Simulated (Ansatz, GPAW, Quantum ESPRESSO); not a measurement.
# The valence band of CoSi2 as photoemission sees it, part 5 of 7

Wanted: projected DOS of CoSi2, weighted into photoemission and X-ray emission spectra, at several levels of theory.

Ansatz 0.2.0, Quantum ESPRESSO 7.5 and GPAW 26.7.0; DFT, PBE, plane-wave PAW, default files, scalar-relativistic (the session's first sound run).

So far. Step 4 (A coarser DOS mesh): No moment survives the cycle: this start ends non-magnetic. Step 5 (The same cell in Quantum ESPRESSO): The run ends at a pressure of 0.31 GPa.

The database entry behind the starting cell differs from later determinations by our own check (0.1 to 0.3 % short, probably kX units), so it need not match the best structure at ambient conditions.

## Step 7: Projected DOS and spectra

Level of this step: DFT, PBE, plane waves, ultrasoft GBRV pseudopotentials, scalar-relativistic (Quantum ESPRESSO).

projwfc.x splits the states by atom and shell, which the spectra need, since each shell has its own cross section.

File projwfc.in:

```
&projwfc
  prefix = 'pes'
  outdir = './tmp'
  filpdos = 'pes'
  ngauss = 0
  degauss = 0.00735
  DeltaE = 0.05
  Emin = -17.22
  Emax = 24.78
/
```

Launch:

```console
> OMP_NUM_THREADS=1 mpirun -n 2 projwfc.x -nk 2 -in projwfc.in > projwfc.out
```

What it wrote:

```text
[banner, memory and clock lines left out]
Program PROJWFC v.7.5 starts

          URL

     ./tmp/pes.save/

     IMPORTANT: XC functional enforced from input :
     Exchange-correlation= PBE
                           (   1   4   3   4   0   0   0)
     Any further DFT definition will be discarded
     Please, verify this is what you really want

     G-vector sticks info

     Check: negative core charge=   -0.000020

     Gaussian broadening (read from input): ngauss,degauss=   0    0.007350

     Calling projwave ....

  Problem Sizes
  natomwfc =           21
  nbnd     =           23
  nkstot   =          390
  npwx     =         1125
  nkb      =           54

     Atomic states used for projection
     (read from pseudopotential files):

     state #   1: atom   1 (Co ), wfc  1 (l=0 m= 1)
     state #   2: atom   1 (Co ), wfc  2 (l=1 m= 1)
     state #   3: atom   1 (Co ), wfc  2 (l=1 m= 2)
     state #   4: atom   1 (Co ), wfc  2 (l=1 m= 3)
     state #   5: atom   1 (Co ), wfc  3 (l=2 m= 1)
     state #   6: atom   1 (Co ), wfc  3 (l=2 m= 2)
     state #   7: atom   1 (Co ), wfc  3 (l=2 m= 3)
     state #   8: atom   1 (Co ), wfc  3 (l=2 m= 4)
     state #   9: atom   1 (Co ), wfc  3 (l=2 m= 5)
     state #  10: atom   1 (Co ), wfc  4 (l=0 m= 1)
     state #  11: atom   1 (Co ), wfc  5 (l=1 m= 1)
     state #  12: atom   1 (Co ), wfc  5 (l=1 m= 2)
     state #  13: atom   1 (Co ), wfc  5 (l=1 m= 3)
     state #  14: atom   2 (Si ), wfc  1 (l=0 m= 1)
     state #  15: atom   2 (Si ), wfc  2 (l=1 m= 1)
     state #  16: atom   2 (Si ), wfc  2 (l=1 m= 2)
     state #  17: atom   2 (Si ), wfc  2 (l=1 m= 3)
     state #  18: atom   3 (Si ), wfc  1 (l=0 m= 1)
     state #  19: atom   3 (Si ), wfc  2 (l=1 m= 1)
     state #  20: atom   3 (Si ), wfc  2 (l=1 m= 2)
     state #  21: atom   3 (Si ), wfc  2 (l=1 m= 3)

 k =   0.0000000000  0.0000000000  0.0000000000
==== e(   1) =   -81.99070 eV ====
     psi = 0.983*[#   1]+0.009*[#  14]+0.009*[#  18]
    |psi|^2 = 1.000
==== e(   2) =   -45.31238 eV ====
     psi = 0.333*[#   2]+0.333*[#   3]+0.333*[#   4]
    |psi|^2 = 1.000
==== e(   3) =   -45.31238 eV ====
     psi = 0.333*[#   2]+0.333*[#   3]+0.333*[#   4]
    |psi|^2 = 1.000
==== e(   4) =   -45.31238 eV ====
     psi = 0.333*[#   2]+0.333*[#   3]+0.333*[#   4]
    |psi|^2 = 1.000
==== e(   5) =    -0.34766 eV ====
     psi = 0.371*[#  10]+0.309*[#  14]+0.309*[#  18]+0.009*[#   1]
    |psi|^2 = 0.998
==== e(   6) =     8.70693 eV ====
     psi = 0.192*[#   6]+0.192*[#   7]+0.192*[#   9]+0.070*[#  15]+0.070*[#  16]
          +0.070*[#  17]+0.070*[#  19]+0.070*[#  20]+0.070*[#  21]
    |psi|^2 = 0.998
==== e(   7) =     8.70693 eV ====
     psi = 0.192*[#   6]+0.192*[#   7]+0.192*[#   9]+0.070*[#  15]+0.070*[#  16]
          +0.070*[#  17]+0.070*[#  19]+0.070*[#  20]+0.070*[#  21]
    |psi|^2 = 0.998
==== e(   8) =     8.70693 eV ====
     psi = 0.192*[#   6]+0.192*[#   7]+0.192*[#   9]+0.070*[#  15]+0.070*[#  16]
          +0.070*[#  17]+0.070*[#  19]+0.070*[#  20]+0.070*[#  21]
    |psi|^2 = 0.998
==== e(   9) =    10.87893 eV ====
     psi = 0.470*[#   5]+0.470*[#   8]
    |psi|^2 = 0.939
==== e(  10) =    10.87893 eV ====
     psi = 0.470*[#   5]+0.470*[#   8]
    |psi|^2 = 0.939
==== e(  11) =    13.54069 eV ====
     psi = 0.499*[#  14]+0.499*[#  18]
    |psi|^2 = 0.998
==== e(  12) =    16.21872 eV ====
     psi = 0.303*[#  11]+0.303*[#  12]+0.303*[#  13]+0.003*[#  15]+0.003*[#  16]
          +0.003*[#  17]+0.003*[#  19]+0.003*[#  20]+0.003*[#  21]
    |psi|^2 = 0.925
==== e(  13) =    16.21872 eV ====
     psi = 0.303*[#  11]+0.303*[#  12]+0.303*[#  13]+0.003*[#  15]+0.003*[#  16]
          +0.003*[#  17]+0.003*[#  19]+0.003*[#  20]+0.003*[#  21]
    |psi|^2 = 0.925
==== e(  14) =    16.21872 eV ====
     psi = 0.303*[#  11]+0.303*[#  12]+0.303*[#  13]+0.003*[#  15]+0.003*[#  16]
          +0.003*[#  17]+0.003*[#  19]+0.003*[#  20]+0.003*[#  21]
    |psi|^2 = 0.925
==== e(  15) =    16.23232 eV ====
     psi = 0.140*[#   6]+0.140*[#   7]+0.140*[#   9]+0.096*[#  15]+0.096*[#  16]
          +0.096*[#  17]+0.096*[#  19]+0.096*[#  20]+0.096*[#  21]
    |psi|^2 = 0.997
==== e(  16) =    16.23232 eV ====
     psi = 0.140*[#   6]+0.140*[#   7]+0.140*[#   9]+0.096*[#  15]+0.096*[#  16]
          +0.096*[#  17]+0.096*[#  19]+0.096*[#  20]+0.096*[#  21]
    |psi|^2 = 0.997
[...]
psi = 0.140*[#   6]+0.140*[#   7]+0.140*[#   9]+0.096*[#  15]+0.096*[#  16]
          +0.096*[#  17]+0.096*[#  19]+0.096*[#  20]+0.096*[#  21]
[...]
psi = 0.158*[#  15]+0.158*[#  16]+0.158*[#  17]+0.158*[#  19]+0.158*[#  20]
          +0.158*[#  21]+0.002*[#  11]+0.002*[#  12]+0.002*[#  13]
[...]
psi = 0.158*[#  15]+0.158*[#  16]+0.158*[#  17]+0.158*[#  19]+0.158*[#  20]
          +0.158*[#  21]+0.002*[#  11]+0.002*[#  12]+0.002*[#  13]
[...]
psi = 0.158*[#  15]+0.158*[#  16]+0.158*[#  17]+0.158*[#  19]+0.158*[#  20]
          +0.158*[#  21]+0.002*[#  11]+0.002*[#  12]+0.002*[#  13]
[...]
psi = 0.030*[#   5]+0.030*[#   8]
[...]
psi = 0.030*[#   5]+0.030*[#   8]
[...]
psi = 0.065*[#  10]+0.029*[#  14]+0.029*[#  18]+0.001*[#   1]
[...]
k =   0.0392837101  0.0392837101 -0.0392837101
[...]
psi = 0.981*[#   1]+0.008*[#  14]+0.008*[#  18]
[...]
psi = 0.333*[#   2]+0.333*[#   3]+0.333*[#   4]
[...]
psi = 0.333*[#   2]+0.333*[#   3]+0.333*[#   4]
[...]
psi = 0.333*[#   2]+0.333*[#   3]+0.333*[#   4]
[...]
psi = 0.356*[#  10]+0.299*[#  14]+0.299*[#  18]+0.009*[#   1]+0.005*[#  11]
          +0.005*[#  12]+0.005*[#  13]+0.003*[#  15]+0.003*[#  16]+0.003*[#  17]
          +0.003*[#  19]+0.003*[#  20]+0.003*[#  21]
[...]
psi = 0.182*[#   6]+0.182*[#   7]+0.182*[#   9]+0.070*[#  15]+0.070*[#  16]
          +0.070*[#  17]+0.070*[#  19]+0.070*[#  20]+0.070*[#  21]+0.015*[#  14]
          +0.015*[#  18]+0.001*[#  11]+0.001*[#  12]+0.001*[#  13]
[...]
psi = 0.192*[#   6]+0.192*[#   7]+0.192*[#   9]+0.070*[#  15]+0.070*[#  16]
          +0.070*[#  17]+0.070*[#  19]+0.070*[#  20]+0.070*[#  21]
[...]
psi = 0.192*[#   6]+0.192*[#   7]+0.192*[#   9]+0.070*[#  15]+0.070*[#  16]
          +0.070*[#  17]+0.070*[#  19]+0.070*[#  20]+0.070*[#  21]
[...]
+0.001*[#  19]+0.001*[#  20]+0.001*[#  21]
[...]
+0.001*[#  19]+0.001*[#  20]+0.001*[#  21]
[...]
psi = 0.332*[#   2]+0.332*[#   3]+0.332*[#   4]
[...]
psi = 0.332*[#   2]+0.332*[#   3]+0.332*[#   4]
[...]
psi = 0.332*[#   2]+0.332*[#   3]+0.332*[#   4]
[...]
+0.020*[#  20]+0.020*[#  21]+0.011*[#   1]
[...]
+0.003*[#   9]
[...]
+0.003*[#   9]
[...]
+0.006*[#   9]+0.004*[#   1]+0.001*[#  10]
[...]
+0.003*[#   1]
[...]
+0.015*[#  21]+0.009*[#   5]+0.009*[#   8]
[...]
+0.015*[#  21]+0.009*[#   5]+0.009*[#   8]
[...]
+0.001*[#  20]+0.001*[#  21]
[...]
k =   0.1571348403  0.1571348403 -0.1571348403
[...]
psi = 0.332*[#   2]+0.332*[#   3]+0.332*[#   4]
[...]
psi = 0.332*[#   2]+0.332*[#   3]+0.332*[#   4]
[...]
+0.029*[#  20]+0.029*[#  21]+0.011*[#   1]
[...]
+0.008*[#   9]
[...]
+0.008*[#   9]
[...]
+0.005*[#   1]
[...]
+0.014*[#  21]+0.005*[#   5]+0.005*[#   8]
[...]
+0.002*[#  20]+0.002*[#  21]
[...]
k =   0.1964185503  0.1964185503 -0.1964185503
[...]
+0.003*[#  13]
[...]
+0.008*[#   1]
[...]
+0.003*[#  21]+0.002*[#  10]
[...]
k =   0.2357022604  0.2357022604 -0.2357022604
[...]
+0.002*[#   9]
[...]
+0.001*[#   1]
[...]
+0.056*[#   9]
[...]
+0.056*[#   9]
[...]
+0.002*[#   1]
[...]
k =   0.2749859705  0.2749859705 -0.2749859705
[...]
k =   0.3142696805  0.3142696805 -0.3142696805
[...]
+0.003*[#   7]+0.003*[#   9]
[...]
+0.003*[#   7]+0.003*[#   9]
[...]
k =  -0.3535533906 -0.3535533906  0.3535533906
[...]
+0.017*[#  20]+0.017*[#  21]
[...]
k =   0.0785674201  0.0000000000 -0.0000000000
[...]
psi = 0.470*[#   5]+0.470*[#   8]
[...]
psi = 0.029*[#   5]+0.029*[#   8]
[...]
psi = 0.063*[#  10]+0.030*[#  14]+0.030*[#  18]+0.001*[#   1]
[...]
k =   0.1178511302  0.0392837101 -0.0392837101
[...]
k =   0.1571348403  0.0785674201 -0.0785674201
[...]
k =   0.1964185503  0.1178511302 -0.1178511302
[...]
k =   0.2357022604  0.1571348403 -0.1571348403
[...]
k =   0.2749859705  0.1964185503 -0.1964185503
[...]
psi = 0.332*[#   2]+0.332*[#   3]+0.332*[#   4]
[...]
psi = 0.332*[#   2]+0.332*[#   3]+0.332*[#   4]
[...]
k =   0.3142696805  0.2357022604 -0.2357022604
[...]
psi = 0.331*[#   2]+0.331*[#   3]+0.331*[#   4]
[...]
psi = 0.332*[#   2]+0.332*[#   3]+0.332*[#   4]
[...]
k =   0.3535533906  0.2749859705 -0.2749859705
[...]
psi = 0.331*[#   2]+0.331*[#   3]+0.331*[#   4]
[...]
psi = 0.331*[#   2]+0.331*[#   3]+0.331*[#   4]
[...]
[... cut ...]
4.85648 eV ====
[...]
+0.003*[#   7]+0.003*[#   9]+0.002*[#  14]+0.002*[#  18]
[...]
k =  -0.1964185503 -0.4321208107  0.6678230711
[...]
+0.001*[#  17]+0.001*[#  19]+0.001*[#  20]+0.001*[#  21]
[...]
+0.001*[#  17]+0.001*[#  19]+0.001*[#  20]+0.001*[#  21]
[...]
+0.011*[#  13]+0.007*[#   6]+0.007*[#   7]+0.007*[#   9]
[...]
k =  -0.1571348403 -0.3928371007  0.6285393611
[...]
psi = 0.331*[#   2]+0.331*[#   3]+0.331*[#   4]
[...]
+0.001*[#  17]+0.001*[#  19]+0.001*[#  20]+0.001*[#  21]
[...]
+0.013*[#   7]+0.013*[#   9]+0.007*[#   1]
[...]
+0.002*[#  14]+0.002*[#  18]
[...]
+0.001*[#  14]+0.001*[#  18]
[...]
+0.010*[#  13]+0.004*[#  10]
[...]
+0.005*[#  13]+0.003*[#  10]
[...]
+0.008*[#   9]+0.003*[#  14]+0.003*[#  18]
[...]
+0.002*[#   5]+0.002*[#   8]+0.001*[#   1]
[...]
+0.006*[#   9]+0.004*[#   5]+0.004*[#   8]
[...]
+0.003*[#   5]+0.003*[#   8]+0.001*[#   1]
[...]
+0.002*[#   5]+0.002*[#   8]
[...]
+0.001*[#   9]
[...]
+0.015*[#  18]+0.002*[#  10]
[...]
k =  -0.1178511302 -0.3535533906  0.5892556510
[...]
+0.006*[#  20]+0.006*[#  21]+0.005*[#  10]
[...]
+0.001*[#  21]
[...]
psi = 0.331*[#   2]+0.331*[#   3]+0.331*[#   4]
[...]
+0.001*[#  17]+0.001*[#  19]+0.001*[#  20]+0.001*[#  21]
[...]
+0.007*[#   1]
[...]
+0.001*[#   8]+0.001*[#   2]+0.001*[#   3]+0.001*[#   4]
[...]
+0.026*[#   9]
[...]
+0.011*[#   7]+0.011*[#   9]+0.008*[#   1]
[...]
+0.002*[#  12]+0.002*[#  13]
[...]
+0.001*[#  18]
    |psi|^2 = 0.983
==== e(  11) =    11.00426 eV ====
     psi = 0.235*[#   6]+0.235*[#   7]+0.235*[#   9]+0.096*[#   5]+0.096*[#   8]
[...]
|psi|^2 = 0.986
==== e(  12) =    11.57966 eV ====
     psi = 0.310*[#   5]+0.310*[#   8]+0.082*[#   6]+0.082*[#   7]+0.082*[#   9]
[...]
+0.002*[#  14]+0.002*[#  18]
    |psi|^2 = 0.984
==== e(  13) =    12.14459 eV ====
     psi = 0.358*[#   5]+0.358*[#   8]+0.042*[#  11]+0.042*[#  12]+0.042*[#  13]
          +0.023*[#  15]+0.023*[#  16]+0.023*[#  17]+0.023*[#  19]+0.023*[#  20]
          +0.023*[#  21]
    |psi|^2 = 0.982
==== e(  14) =    15.78091 eV ====
     psi = 0.111*[#  14]+0.111*[#  18]+0.068*[#  15]+0.068*[#  16]+0.068*[#  17]
          +0.068*[#  19]+0.068*[#  20]+0.068*[#  21]+0.066*[#   6]+0.066*[#   7]
          +0.066*[#   9]+0.021*[#   5]+0.021*[#   8]+0.013*[#  11]+0.013*[#  12]
          +0.013*[#  13]
    |psi|^2 = 0.912
==== e(  15) =    16.44211 eV ====
     psi = 0.099*[#  14]+0.099*[#  18]+0.079*[#  15]+0.079*[#  16]+0.079*[#  17]
          +0.079*[#  19]+0.079*[#  20]+0.079*[#  21]+0.075*[#   6]+0.075*[#   7]
          +0.075*[#   9]+0.017*[#   5]+0.017*[#   8]+0.010*[#  10]
    |psi|^2 = 0.946
==== e(  16) =    19.64137 eV ====
     psi = 0.058*[#  11]+0.058*[#  12]+0.058*[#  13]+0.029*[#  15]+0.029*[#  16]
          +0.029*[#  17]+0.029*[#  19]+0.029*[#  20]+0.029*[#  21]+0.011*[#   6]
          +0.011*[#   7]+0.011*[#   9]+0.007*[#   5]+0.007*[#   8]+0.002*[#  14]
          +0.002*[#  18]
    |psi|^2 = 0.398
==== e(  17) =    19.89817 eV ====
     psi = 0.491*[#  10]+0.038*[#  15]+0.038*[#  16]+0.038*[#  17]+0.038*[#  19]
          +0.038*[#  20]+0.038*[#  21]+0.017*[#   1]+0.012*[#   5]+0.012*[#   8]
          +0.010*[#  11]+0.010*[#  12]+0.010*[#  13]+0.002*[#  14]+0.002*[#  18]
          +0.001*[#   6]+0.001*[#   7]+0.001*[#   9]
    |psi|^2 = 0.797
==== e(  18) =    20.69645 eV ====
     psi = 0.127*[#  15]+0.127*[#  16]+0.127*[#  17]+0.127*[#  19]+0.127*[#  20]
          +0.127*[#  21]+0.045*[#  14]+0.045*[#  18]+0.013*[#  11]+0
```

Elapsed: 2.8 s, on 2 MPI ranks of Arm Neoverse V1, shared host.

Numbers from this step:

```yaml
share_of_occupied_states_in_no_projected_shell: 0.0129 of the occupied states in the window
dos_at_the_fermi_level: 1.033 states/eV/cell
```

This run's widths, added to any smearing of the DOS itself: Gaussian 0.45 eV, Lorentzian 0.1 eV plus 0.08 an eV of depth. Intensity against binding energy, zero at the Fermi level; values in % of the maximum within 13 eV:

| binding energy (eV) | 21.2 eV | 60 eV | 600 eV | 1486.7 eV | 8047.8 eV |
| --- | --- | --- | --- | --- | --- |
| -1 | 1.32 | 1.26 | 1.29 | 1.39 | 2.18 |
| 0 | 13.8 | 12.8 | 13.1 | 13.9 | 18.8 |
| 1 | 59.0 | 57.7 | 58.1 | 59.2 | 65.4 |
| 2 | 83.2 | 82.8 | 82.9 | 83.3 | 86.2 |
| 3 | 33.1 | 31.3 | 31.8 | 33.9 | 49.5 |
| 4 | 32.2 | 28.9 | 29.7 | 33.1 | 57.9 |
| 5 | 11.8 | 9.80 | 10.7 | 13.9 | 43.3 |
| 6 | 7.77 | 6.22 | 7.41 | 11.5 | 51.8 |
| 7 | 6.39 | 4.94 | 6.66 | 12.4 | 68.1 |
| 8 | 4.97 | 3.40 | 5.35 | 11.6 | 72.8 |
| 9 | 3.91 | 2.38 | 4.27 | 10.3 | 71.1 |
| 10 | 2.85 | 1.72 | 3.25 | 8.29 | 61.5 |
| 11 | 1.62 | 1.19 | 2.39 | 6.36 | 49.9 |
| 12 | - | 0.793 | 1.67 | 4.61 | 38.1 |
| 13 | - | 0.421 | 0.864 | 2.36 | 19.8 |
| 14 | - | 0.204 | 0.351 | 0.848 | 6.47 |

Spectra as before, but with a recipe of its own (widths, and in some runs the light), which changes peak heights and what is resolved: Gaussian 0.45 eV, Lorentzian 0.1 eV plus 0.08 times the binding energy, linear light, analyser at 54.7°, Fermi edge at 20 K; some photon energies differ too.

(Part 5 of 7 ends here.)

[Logs are printed without paths, hosts, clocks, repeated set-up lines and the standing remarks that a program may print on its own settings, such as how far it seeks lower states.]

[Hosts, paths, dates, database ids (printed as entryN), source tags and the programs' standing remarks are cut or masked in the printed files.]

[Maps of the electrostatic potential energy from Ansatz leave out the sawtooth potential of an applied field or a dipole correction, so their vacuum need not be flat; work functions include it.]

[Peak lists hold at most the 14 tallest peaks of each spectrum; further lines can be left out.]
